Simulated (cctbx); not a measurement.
# Diagnosing a refinement

Cell a = 3.5440 Å, b = 3.5440 Å, c = 42.0650 Å, α = 90.00°, β = 90.00°, γ = 120.00°; space group R-3m (no. 166).

Simulated single-crystal data (cctbx): Cu Kα, λ = 1.54184 Å, to d = 0.83 Å, 80 % of the full sphere, strongest reflection 20000 counts, noise from counting, a 3 % proportional error and a noise floor of 2 counts (s.d.); no absorption.

An anisotropic refinement with weights 1/σ² prints:

```text
Rint 0.026, 147 unique reflections to 0.83 A
cycle     R1     wR2    GooF  max shift (A)
   1  0.6150  0.8965  30.845   0.04025
   2  0.5636  0.8308  28.582   0.00021
final R1 0.5635 wR2 0.8308 GooF 28.582  parameters 6  data/parameter 24.5
atom        x        y        z      Ueq    occ   su(xyz)  su(Uiso or U11)
Pb1    0.66667  0.33333  0.93522  -0.0046  1.000  0.00041  0.0090  NPD
Pb2    0.33333  0.66667  0.86590  -0.0045  1.000  0.00038  0.0088  NPD
difference map: max 612.52 min -36.22 rms 39.66
Q1    0.0000  0.0000  0.0000    3  612.52  3.41 A from Pb1
Q2    0.0000  0.0000  0.3999    6  532.44  0.08 A from Pb1
Q3    0.0000  0.0000  0.2000    6  532.15  0.03 A from Pb2
Q4    0.0000  0.0000  0.3196    6   21.00  2.97 A from Pb1
Q5    0.0000  0.0000  0.2553    6   18.53  2.12 A from Pb1
Q6    0.0000  0.0000  0.2810    6   18.29  2.11 A from Pb1
```

**Question.** Can this result stand? If not, what is the likely fault?

Mend it. The fault: an atom left out, Er at (0, 0, 0). Against the right model at the same level, R1 goes from 0.0103 to 0.5635 and GooF from 0.96 to 28.58, the top difference peak, 612.5 e/Å³, lies 3.41 Å from Pb1 and Pb1 and Pb2 go non-positive-definite. Q1 is the missing atom. With scattering power missing, scale and phases suffer, so peaks may also grow on the heavy atoms.

The compound is ErPb4. The right model at the same level gives:

```text
Rint 0.026, 147 unique reflections to 0.83 A
cycle     R1     wR2    GooF  max shift (A)
   1  0.0237  0.0602   2.085   0.00099
   2  0.0103  0.0276   0.957   0.00000
final R1 0.0103 wR2 0.0276 GooF 0.957  parameters 8  data/parameter 18.4
atom        x        y        z      Ueq    occ   su(xyz)  su(Uiso or U11)
Pb1    0.66667  0.33333  0.93429   0.0186  1.000  0.00001  0.0002
Pb2    0.33333  0.66667  0.86630   0.0181  1.000  0.00001  0.0002
Er1    0.00000  0.00000  0.00000   0.0176  1.000  0.00000  0.0002
difference map: max 0.81 min -0.64 rms 0.16
Q1    0.0000  0.0000  0.3787    6    0.82  0.86 A from Pb1
Q2    0.0000  0.0000  0.0166    6    0.80  0.70 A from Er1
Q3    0.0000  0.0000  0.2228    6    0.69  0.97 A from Pb2
Q4    0.0000  0.0000  0.3228    6    0.56  2.09 A from Er1
Q5    0.0800  0.1600  0.8262   18    0.54  1.19 A from Pb2
Q6    0.0000  0.0000  0.3015    6    0.54  2.44 A from Er1
```

The model is made up (kin elements in a known structure type, no relaxation), so it says nothing on whether the phase exists.

[Middle refinement cycles are left out of these outputs.]

[Logs are printed without paths, hosts, clocks, repeated set-up lines and the standing remarks that a program may print on its own settings, such as how far it seeks lower states.]
